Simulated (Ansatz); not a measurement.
# Lattice dynamics of Cu2Te (model cell, started as cuprite)

Aim: the vibrations of Cu2Te (model cell, started as cuprite), their spectra, and whether the structure is stable.

Main program and level: Ansatz 0.2.0; DFT PBEsol, scalar-relativistic, plane waves, PAW.

Most raw output is cut from this account.

The structure was built from a prototype and need not be the compound's stable phase.

In doubt: the program warns that the response may not be converged on this k-mesh (step 5), which bears on the force constants and all frequencies.

## (1) Set-up

Symmetry: Pn-3m, No. 224, cubic system. Conventional cell: a = 6.056 Å, b = 6.056 Å, c = 6.056 Å, α = 90.00°, β = 90.00°, γ = 90.00°. Te has 4 Cu at 2.62 Å nearest. Nearest to Cu lie 2 Te at 2.62 Å. Farther neighbours and most contacts between anions are not listed.

Coordinates:

```cif
data_structure
_symmetry_space_group_name_H-M 'P 1'
_symmetry_Int_Tables_number 1
_cell_length_a 6.0562
_cell_length_b 6.0562
_cell_length_c 6.0562
_cell_angle_alpha 90.000
_cell_angle_beta 90.000
_cell_angle_gamma 90.000
_cell_volume 222.12
loop_
_atom_site_label
_atom_site_type_symbol
_atom_site_fract_x
_atom_site_fract_y
_atom_site_fract_z
_atom_site_occupancy
Te1 Te 0.00000 0.00000 0.00000 1
Te2 Te 0.50000 0.50000 0.50000 1
Cu3 Cu 0.25000 0.25000 0.25000 1
Cu4 Cu 0.75000 0.75000 0.25000 1
Cu5 Cu 0.75000 0.25000 0.75000 1
Cu6 Cu 0.25000 0.75000 0.75000 1
```

## (2) Bringing the structure to rest

Harmonic phonons are second derivatives at a point where the forces vanish, and they are wanted at zero stress, so atoms and cell are relaxed first.

Input file input.yaml:

```yaml
crystal:
  lattice:
    - [6.05617, 0.0, 0.0]
    - [0.0, 6.05617, 0.0]
    - [0.0, 0.0, 6.05617]
  atoms:
    - { symbol: Te, position: [0.0, 0.0, 0.0] }
    - { symbol: Te, position: [0.5, 0.5, 0.5] }
    - { symbol: Cu, position: [0.25, 0.25, 0.25] }
    - { symbol: Cu, position: [0.75, 0.75, 0.25] }
    - { symbol: Cu, position: [0.75, 0.25, 0.75] }
    - { symbol: Cu, position: [0.25, 0.75, 0.75] }
kpoints:
  mp_grid: { grid: [4, 4, 4] }
hamiltonian:
  xc: pbesol
scf:
  occupations: { method: gaussian, width: 0.02 }
output:
  forces: true
  stress: true
  eigenvalues: true
  write_density: true
  write_potential: true
  elf: true
  volumetric_format: npy
relax:
  adjacent_minimum: "off"
  f_tol: 0.005
  max_steps: 80
  cell: { stress_tol: 0.05 }
```

Started as:

```
$ ansatz run input.yaml --threads 8 --pin off --max-ram 14336MiB --backend cpu --events-out ev --progress --plain --runs-dir out
```

Run time: 8.4 s. Hardware: 8 threads of Arm Neoverse V2, shared host; peak memory 0.96 GiB.

The steps of the relaxation:

```csv
step,energy less that of the first step (eV),largest force component (eV/Å),pressure (GPa),volume (Å³)
1,0.0000,0.0000,-6.51,222.12
2,-1.0707,0.0000,-4.02,191.20
3,-1.3104,0.0000,2.33,163.28
4,-1.3606,0.0000,-0.14,171.33
5,-1.3610,0.0000,0.00,170.82
6*,-1.3503,0.0000,-0.03,170.82
```

Relaxation steps marked * repeat the geometry before them on a plane-wave basis chosen anew for their cell, so energy and pressure can jump there.

The run keeps the 48 symmetry operations that it works with, so distortions that break them were not tested.

```csv
"conventional cell, symmetrised",before,after,change
a (Å),6.056,5.549,-8.4 %
b (Å),6.056,5.549,-8.4 %
c (Å),6.056,5.549,-8.4 %
volume (Å³/atom),37.02,28.47,-23.1 %
```

Final coordinates:

```cif
data_structure
_symmetry_space_group_name_H-M 'P 1'
_symmetry_Int_Tables_number 1
_cell_length_a 5.5485
_cell_length_b 5.5485
_cell_length_c 5.5485
_cell_angle_alpha 90.000
_cell_angle_beta 90.000
_cell_angle_gamma 90.000
_cell_volume 170.82
loop_
_atom_site_label
_atom_site_type_symbol
_atom_site_fract_x
_atom_site_fract_y
_atom_site_fract_z
_atom_site_occupancy
Te1 Te 0.00000 0.00000 0.00000 1
Te2 Te 0.50000 0.50000 0.50000 1
Cu3 Cu 0.25000 0.25000 0.25000 1
Cu4 Cu 0.75000 0.75000 0.25000 1
Cu5 Cu 0.75000 0.25000 0.75000 1
Cu6 Cu 0.25000 0.75000 0.75000 1
```

Numbers from this step:

```yaml
pressure: -0.02652 GPa
gap_on_the_k_mesh: 1.994 eV
volume_per_atom: 28.47 Å³
direct_gap_on_mesh: 2.035 eV
```

ELF in the ac plane at fractional y = 0.250, with atoms of Cu within 0.2 Å of it. It is the smooth field of the valence electrons, not physical close to the nuclei.

Values, 15 rows by 15 columns, each cell a mean:
```
0.57 0.52 0.41 0.26 0.15 0.08 0.04 0.05 0.10 0.15 0.17 0.17 0.23 0.39 0.55
0.49 0.43 0.29 0.16 0.07 0.03 0.04 0.09 0.15 0.17 0.20 0.22 0.19 0.21 0.39
0.34 0.29 0.16 0.06 0.03 0.03 0.08 0.15 0.17 0.20 0.37 0.56 0.37 0.19 0.23
0.22 0.16 0.06 0.03 0.03 0.06 0.16 0.22 0.18 0.21 0.54 0.85 0.56 0.22 0.17
0.15 0.08 0.03 0.03 0.06 0.16 0.29 0.35 0.24 0.19 0.35 0.54 0.37 0.20 0.17
0.09 0.04 0.04 0.07 0.16 0.29 0.43 0.50 0.41 0.23 0.19 0.21 0.20 0.17 0.15
0.05 0.05 0.08 0.15 0.26 0.41 0.52 0.57 0.55 0.41 0.24 0.18 0.17 0.15 0.10
0.05 0.10 0.15 0.18 0.24 0.38 0.54 0.59 0.57 0.50 0.35 0.22 0.15 0.09 0.05
0.10 0.15 0.17 0.18 0.18 0.22 0.39 0.54 0.52 0.43 0.29 0.16 0.08 0.04 0.04
0.15 0.17 0.21 0.31 0.31 0.20 0.22 0.38 0.41 0.29 0.16 0.06 0.03 0.03 0.08
0.18 0.18 0.30 0.68 0.70 0.31 0.18 0.24 0.26 0.16 0.06 0.03 0.03 0.07 0.15
0.24 0.18 0.29 0.67 0.68 0.31 0.18 0.18 0.15 0.07 0.03 0.03 0.06 0.16 0.26
0.39 0.23 0.19 0.29 0.30 0.21 0.17 0.15 0.08 0.04 0.03 0.06 0.16 0.29 0.41
0.54 0.41 0.23 0.18 0.18 0.17 0.15 0.10 0.05 0.04 0.08 0.16 0.29 0.43 0.52
0.59 0.54 0.39 0.24 0.18 0.15 0.10 0.05 0.05 0.09 0.15 0.22 0.34 0.49 0.57
```
Columns run along a (5.5 Å), rows up along c (5.5 Å). Atoms in or near the plane, at fractional coordinates: Cu at (0.25, 0.25), Cu at (0.75, 0.75).

Electrostatic potential energy in the ac plane at fractional y = 0.250, with atoms of Cu within 0.2 Å of it. With pseudopotentials it is smooth inside the atoms' cores, unlike the true potential.

Ten even steps from '_' (-46 eV) to '@' (11 eV), each cell a mean:
```
@@@@@@@@@@@@@@@@@@@@@@%%@@@@@@
@@@@@@@@@@@@@@@@@@%%**==++%%@@
@@@@@@@@@@@@@@@@@@**..__..++@@
@@@@@@@@@@@@@@@@%%==______==%%
@@@@@@@@@@@@@@@@@@**..__..**@@
@@@@@@@@@@@@@@@@@@%%**==**%%@@
@@@@@@@@@@@@@@@@@@@@@@%%@@@@@@
@@@@@@@@@@@@@@@@@@@@@@@@@@@@@@
@@@@%%####%%@@@@@@@@@@@@@@@@@@
@@%%++::::++%%@@@@@@@@@@@@@@@@
@@##::____::##@@@@@@@@@@@@@@@@
@@##::____::##@@@@@@@@@@@@@@@@
@@%%++::::++%%@@@@@@@@@@@@@@@@
@@@@%%####%%@@@@@@@@@@@@@@@@@@
@@@@@@@@@@@@@@@@@@@@@@@@@@@@@@
```
Columns run along a (5.5 Å; values clipped at the 3rd and 97th percentile), rows up along c (5.5 Å). Atoms in or near the plane, at fractional coordinates: Cu at (0.25, 0.25), Cu at (0.75, 0.75).

Valence density in the ac plane at fractional y = 0.250, with atoms of Cu within 0.2 Å of it. It is the smooth field of the valence electrons, not physical close to the nuclei.

Ten steps, logarithmic in the rise over the least value, from '0' (0 e/Å³) to '9' (51 e/Å³), each cell a mean:
```
000000000000000
000000000023210
000000000268620
000000000389830
000000000268620
000000000123200
000000000000000
000000000000000
000111000000000
003553100000000
015995100000000
015895100000000
012553000000000
001110000000000
000000000000000
```
Columns run along a (5.5 Å), rows up along c (5.5 Å). Atoms in or near the plane, at fractional coordinates: Cu at (0.25, 0.25), Cu at (0.75, 0.75).

In this step the volume went from 37.02 to 28.47 Å³/atom.

## (3) Bringing the structure to rest

The relaxation is repeated from its end on the same settings, as a check that it has come to rest.

input.yaml, the sections that differ from step 2:

```yaml
crystal:
  lattice:
    - [5.5485247405, 0.0, 0.0]
    - [0.0, 5.5485247405, 0.0]
    - [0.0, 0.0, 5.5485247405]
  atoms:
    - { symbol: Te, position: [0.0, 0.0, 0.0] }
    - { symbol: Te, position: [0.5, 0.5, 0.5] }
    - { symbol: Cu, position: [0.25, 0.25, 0.25] }
    - { symbol: Cu, position: [0.75, 0.75, 0.25] }
    - { symbol: Cu, position: [0.75, 0.25, 0.75] }
    - { symbol: Cu, position: [0.25, 0.75, 0.75] }
output:
  forces: true
  stress: true
  eigenvalues: true
# kpoints, hamiltonian, scf, relax: as in step 2
```

The job ended after 2.3 s (8 threads; peak memory 0.77 GiB).

Little changed from the start: no atom moved by 0.005 Å and no cell edge by 0.1 %.

Numbers from this step:

* pressure: -0.02653 GPa

In this step the volume went from 28.47 to 28.47 Å³/atom.

## (4) Tight relaxation

Phonons need a cell at rest on their own settings, so the relaxation is repeated with tight tolerances on forces and stress on the k mesh and occupations of the first response run.

input.yaml: that of step 3 with these lines changed.

```diff
@@ -17,3 +17,3 @@
 scf:
-  occupations: { method: gaussian, width: 0.02 }
+  occupations: { method: fixed }
 output:
@@ -24,4 +24,4 @@
   adjacent_minimum: "off"
-  f_tol: 0.005
-  max_steps: 80
-  cell: { stress_tol: 0.05 }
+  f_tol: 0.001
+  max_steps: 60
+  cell: { stress_tol: 0.01 }
```

Elapsed: 3.3 s, on 8 threads; peak memory 0.78 GiB.

Little changed from the start: no atom moved by 0.005 Å and no cell edge by 0.1 %.

This step gave:

```yaml
pressure: -0.003466 GPa
gap_on_the_k_mesh: 1.993 eV
volume_per_atom: 28.46 Å³
direct_gap_on_mesh: 2.034 eV
```

The forces vanish by symmetry and the pressure is -0.003 GPa, within the tolerances set. The cell now holds 28.46 Å³/atom.

## (5) Modes at Γ

The zone centre comes first: it holds the modes that light can see, as far as symmetry allows. The response to a homogeneous field gives the Born charges and the dielectric tensor, and its change with displacement the Raman tensors.

input.yaml: that of step 4 with these lines changed.

```diff
@@ -2,5 +2,5 @@
   lattice:
-    - [5.5485247405, 0.0, 0.0]
-    - [0.0, 5.5485247405, 0.0]
-    - [0.0, 0.0, 5.5485247405]
+    - [5.5475960802, 0.0, 0.0]
+    - [0.0, 5.5475960802, 0.0]
+    - [0.0, 0.0, 5.5475960802]
   atoms:
@@ -19,9 +19,7 @@
 output:
-  forces: true
-  stress: true
   eigenvalues: true
-relax:
-  adjacent_minimum: "off"
-  f_tol: 0.001
-  max_steps: 60
-  cell: { stress_tol: 0.01 }
+phonons:
+  method: dfpt
+  dielectric: true
+  rigid_motions: translations
+  raman: true
```

Run time: 2.2 min. Hardware: 8 threads; peak memory 2.1 GiB; 15 min of CPU time.

Numbers from this step:

- sum-rule residual before enforcement: 7.93e-5 eV/Å²
- miss of the charge sum rule: 0.001770 e
- estimated error of the dielectric tensor: 0.02138
- estimated error of the Born charges: 0.02063 e
- point group: m-3m
- highest optical mode at the zone centre (no LO-TO term): 292.7 cm⁻¹
- lowest optical zone-centre mode: -35.22 cm⁻¹
- mean high-frequency dielectric constant: 6.789
- largest Born charge (third of the trace): -0.4166 e
- top of the zone-centre spectrum with the field: 293.6 cm⁻¹

Without the LO-TO term. Patterns of degenerate modes are one choice out of their space. Modes at Γ, with each element's share of the kinetic energy (negative means imaginary):

```csv
mode,frequency (cm⁻¹),symmetry,Te %,Cu %
1,-35.2,T2u,0,100
2,-35.2,T2u,0,100
3,-35.2,T2u,0,100
4,0.0,acoustic,50,50
5,0.0,acoustic,50,50
6,0.0,acoustic,50,50
7,57.2,Eu,0,100
8,57.2,Eu,0,100
9,65.0,T1u,24,76
10,65.0,T1u,24,76
11,65.0,T1u,24,76
12,158.8,T2g,100,0
13,158.8,T2g,100,0
14,158.8,T2g,100,0
15,258.5,A2u,0,100
16,292.7,T1u,26,74
17,292.7,T1u,26,74
18,292.7,T1u,26,74
```

Displacements in mode 1 (-35.2 cm⁻¹), the largest set to 1:
```
Te1  0.00  0.00  0.00
Te2  0.00  0.00  0.00
Cu3 -0.38  0.02  0.36
Cu4  0.64 -1.00 -0.36
Cu5 -0.64 -0.02  0.62
Cu6  0.38  1.00 -0.62
```

Displacements in mode 18 (292.7 cm⁻¹), the largest set to 1:
```
Te1  0.00  0.00  0.99
Te2  0.00  0.00  0.99
Cu3 -0.96 -0.96 -0.99
Cu4  0.97  0.97 -1.00
Cu5 -0.97  0.97 -1.00
Cu6  0.96 -0.96 -0.99
```

Optical modes at the zone centre, without and with the macroscopic field of the longitudinal modes; each column is sorted by frequency, so a row need not hold one and the same mode. Modes with and without the field, by row:

```csv
rank among optical modes,no field (cm⁻¹),"q along (1, 0, 0) (cm⁻¹)"
1,-35.2,-35.2
2,-35.2,-35.2
3,-35.2,-35.2
4,57.2,57.2
5,57.2,57.2
6,65,65
7,65,65
8,65,65
9,158.8,158.8
10,158.8,158.8
11,158.8,158.8
12,258.5,258.5
13,292.7,292.7
14,292.7,292.7
15,292.7,293.6
```

Born charge (rows field, columns displacement) (e), principal values of the symmetric part by kind of site:

```csv
atom,atoms with these values,low,middle,high,mean
Te1,2,-0.4166,-0.4166,-0.4166,-0.4166
Cu3,4,-0.0180,-0.0180,0.6609,0.2083
```

In full for Te1:

```
-0.4166  0.0000  0.0000
 0.0000 -0.4166  0.0000
 0.0000  0.0000 -0.4166
```

High-frequency dielectric tensor:

```
6.79 0.00 0.00
0.00 6.79 0.00
0.00 0.00 6.79
```

Transverse modes; imaginary modes are left out. Lines of the infrared spectrum (strongest = 100):

```csv
position (cm⁻¹),label,relative intensity
57,Eu,0.0
65,T1u,0.4
159,T2g,0.0
258,A2u,0.0
293,T1u,100
```

Activity x (w_L - w)^4 (n + 1)/w, 532 nm, 300 K; imaginary modes are left out; the tensors are static ones, while 532 nm light lies above the computed direct gap, where resonance would change the heights; modes without the macroscopic field alone. Raman lines, with heights relative to the strongest:

```csv
position (cm⁻¹),label,relative intensity
57,Eu,0.0
65,T1u,0.0
159,T2g,100
258,A2u,0.0
293,T1u,0.0
```

Before it was imposed, the acoustic sum rule was missed by 7.9e-5 eV/Å² and the charge sum rule by 0.0018 e. Small misses are needed for a sound result but don't prove that mesh and cutoff are converged. The lowest optical mode is imaginary, 35.2i cm⁻¹, so the energy falls along it.

The log warns of the k mesh: “the force constants stand on the 4×4×4 k-mesh, whose period is 10.59 times the interband length at k = (0.0000, 0.0000, 0.0000), direct gap 2.034 eV, under 14: take them and everything formed from them as unconverged”.

## (6) Response at finite wavevector

Stability and thermal properties need the whole zone. Linear response on a 2×2×2 q mesh gives force constants as far as a supercell of that size would, and the tensors from the zone-centre run are typed in so that the long-range dipole term is interpolated apart.

input.yaml, the sections that differ from step 5:

```yaml
phonons:
  method: dfpt
  qmesh: [2, 2, 2]
  temperatures: { t_max: 1000, t_step: 50 }
  qpath:
    path:
      - [[0.0, 0.0, 0.0], [0.0, 0.5, 0.0], [0.5, 0.5, 0.0], [0.0, 0.0, 0.0], [0.5, 0.5, 0.5], [0.0, 0.5, 0.0]]
      - [[0.5, 0.5, 0.5], [0.5, 0.5, 0.0]]
    npoints: 10
  non_analytic_term:
    high_frequency_dielectric_tensor: [[6.7886, 0.0, 0.0], [0.0, 6.7886, 0.0], [0.0, 0.0, 6.7886]]
    born_effective_charges:
      - { species: Te, tensor: [[-0.4166, 0.0, 0.0], [0.0, -0.4166, 0.0], [0.0, 0.0, -0.4166]] }
      - { species: Te, tensor: [[-0.4166, 0.0, 0.0], [0.0, -0.4166, 0.0], [0.0, 0.0, -0.4166]] }
      - { species: Cu, tensor: [[0.2083, 0.2263, 0.2263], [0.2263, 0.2083, 0.2263], [0.2263, 0.2263, 0.2083]] }
      - { species: Cu, tensor: [[0.2083, 0.2263, -0.2263], [0.2263, 0.2083, -0.2263], [-0.2263, -0.2263, 0.2083]] }
      - { species: Cu, tensor: [[0.2083, -0.2263, 0.2263], [-0.2263, 0.2083, -0.2263], [0.2263, -0.2263, 0.2083]] }
      - { species: Cu, tensor: [[0.2083, -0.2263, -0.2263], [-0.2263, 0.2083, 0.2263], [-0.2263, 0.2263, 0.2083]] }
    source: "zone-centre run at this cell"
# crystal, kpoints, hamiltonian, scf, output: as in step 5
```

It took 61 s on 8 threads; peak memory 1.7 GiB.

This step gave:

| Quantity | Value |
| --- | --- |
| sum-rule residual before enforcement | 4.91e-5 eV/Å² |
| lowest frequency on the path | -38.43 cm⁻¹ |
| highest frequency on the path or at a solved wavevector | 293.9 cm⁻¹ |
| lowest mode on the q mesh (acoustic modes at Γ apart) | -38.43 cm⁻¹ |

Frequencies (cm⁻¹) solved at each irreducible wavevector; negative means imaginary. Frequencies by wavevector, by row:

```csv
q in reciprocal lattice units,star,mode 1,mode 2,mode 3,mode 4,mode 16,mode 17,mode 18
0 0 0,1,-35.2,-35.2,-35.2,0,292.7,292.7,292.7
0 0 -0.5,3,-26.7,-26.7,24.9,24.9,279.8,292.6,292.6
0 -0.5 -0.5,3,-25.8,-25.8,-15.8,-15.8,279.4,292.3,292.3
-0.5 -0.5 -0.5,1,-38.4,-38.4,-38.4,-12,293.9,293.9,293.9
```

Interpolated from a 2×2×2 q mesh, with the LO-TO term (at Γ the limit along the path; where Γ stands inside the path, tables give the limit on arrival). Phonon branches along the path, in cm⁻¹:

```csv
point,branch 1,branch 2,branch 3,branch 4,branch 15,branch 16,branch 17,branch 18
Γ,-35,-35,-35,0,258,293,293,294
halfway,-29,-29,-28,12,266,290,293,293
X,-27,-27,25,25,280,280,293,293
halfway,-22,-22,-15,-15,280,280,292,292
M,-26,-26,-16,-16,279,279,292,292
halfway,-30,-23,-18,-3,270,287,293,293
Γ,-35,-35,-35,0,258,293,293,294
halfway,-30,-30,-28,35,271,286,293,293
R,-38,-38,-38,-12,259,294,294,294
halfway,-32,-29,-10,-10,271,287,293,293
X,-27,-27,25,25,280,280,293,293
jump to R,-38,-38,-38,-12,259,294,294,294
halfway,-34,-34,-12,-12,266,290,293,293
M,-26,-26,-16,-16,279,279,292,292
```

Tetrahedra on a 12×12×12 mesh, mean over bins of 5 cm-1. Interpolated from a 2×2×2 q mesh. The phonon density of states by wavenumber; read off at these points:

```csv
wavenumber (cm⁻¹),phonon density of states (1/cm⁻¹/cell)
-38,0.0194
-28,0.228
-22,0.126
-8,0.0235
8,0.0507
28,0.111
42,0.126
48,0.172
58,0.118
62,0.164
72,0.0602
88,0.0263
102,0.0125
118,0.0170
138,0.0344
152,0.0091
162,0.362
168,0
182,0
198,0
212,0
228,0
248,0
262,0.0186
272,0.0902
278,0.0458
292,0.424
```

The partial phonon density of states has structure finer than the step of the table below, so its rows give means over 10 cm⁻¹, whole bins alone (the curve runs from -48 to 313 cm⁻¹). Peaks (cm⁻¹: height): Cu -27.6: 0.169, 60.9: 0.128, 292.2: 0.249; Te 162.9: 0.254, 292.2: 0.0849.

Phonopy on the run's constants, 11x11x11 mesh, Gaussian sigma 2.6 cm-1. Interpolated from a 2×2×2 q mesh. Partial phonon density of states against wavenumber; means over each step; values in 1/cm⁻¹/cell:

```csv
wavenumber (cm⁻¹),Cu,Te
-40,0.0166,0.00296
-30,0.130,0.0228
-20,0.102,0.0108
-10,0.0427,0.00197
0,0.0116,0.00659
10,0.0333,0.0165
20,0.0534,0.0219
30,0.0763,0.0244
40,0.0918,0.0207
50,0.112,0.0152
60,0.113,0.0147
70,0.0643,0.0166
80,0.0141,0.0195
90,0.00589,0.0175
100,0.00400,0.0131
110,0.00191,0.00715
120,0.00377,0.0172
130,0.00475,0.0265
140,0.00336,0.0244
150,8.9e-4,0.0153
160,6.9e-4,0.167
170,1.3e-4,0.0302
180,0,7.5e-7
190,0,0
200,0,0
210,0,0
220,0,0
230,0,0
240,0,0
250,1.3e-4,2.1e-6
260,0.0116,7.8e-4
270,0.0534,0.00797
280,0.0543,0.0131
290,0.160,0.0529
300,0.0340,0.0117
```

Symmetry leaves 4 wavevectors to solve. The lowest mode among them, the acoustic zeros apart, lies at q = (-0.5, -0.5, -0.5) and is imaginary, 38.4i cm⁻¹, so the energy falls along it.

## (7) What came out

```
space group after relaxation (within 0.01 Å)            : Pn-3m
volume per atom                                         : 28.5 Å³
gap on the k-mesh                                       : 1.99 eV
highest optical mode at the zone centre (no LO-TO term) : 293 cm⁻¹
top of the zone-centre spectrum with the field          : 294 cm⁻¹
lowest optical zone-centre mode                         : -35.2 cm⁻¹
mean high-frequency dielectric constant                 : 6.79
largest Born charge (third of the trace)                : -0.417 e
lowest mode on the q mesh (acoustic modes at Γ apart)   : -38.4 cm⁻¹
highest frequency on the path or at a solved wavevector : 294 cm⁻¹
imaginary modes on the 2×2×2 q mesh                     : yes
```

**Reading.** Modes are clearly imaginary (beyond 10i cm⁻¹) at 4 of the 4 irreducible wavevectors, most at q = (-0.5, -0.5, -0.5) (38.4i cm⁻¹), so this structure is not a minimum of the energy. Without the field, the optical modes at Γ span -35 to 293 cm⁻¹ (negative means imaginary). The highest mode in this list at Γ, 292.7 cm⁻¹, is mostly motion of Cu (74 % of the kinetic energy). With the macroscopic field of the longitudinal modes the top of the zone-centre spectrum lies at 294 cm⁻¹, against 293 cm⁻¹ without it. Among the real modes, the strongest infrared line is at 293 cm⁻¹. Averaged over orientations, the strongest Raman line at 532 nm and 300 K is at 159 cm⁻¹. The tensors are the static, non-resonant ones, while 532 nm light (2.33 eV) lies above the computed gap. With the field response the log warns that the k mesh is coarse for the force constants too, so the frequencies may not be converged. The program warns that the interpolation holds no quadrupole term, so branches close to Γ can be off in this crystal. Spin-orbit coupling is left out, which can matter for the heavy elements here. The starting cell was built on a prototype and not taken from a measurement, so the phase need not exist. These are harmonic frequencies at zero temperature: anharmonic shifts, linewidths and thermal expansion are left out.

[Logs are printed without paths, hosts, clocks, repeated set-up lines and the standing remarks that a program may print on its own settings, such as how far it seeks lower states.]

[Hosts, paths, dates, database ids (printed as entryN), source tags and the programs' standing remarks are cut or masked in the printed files.]
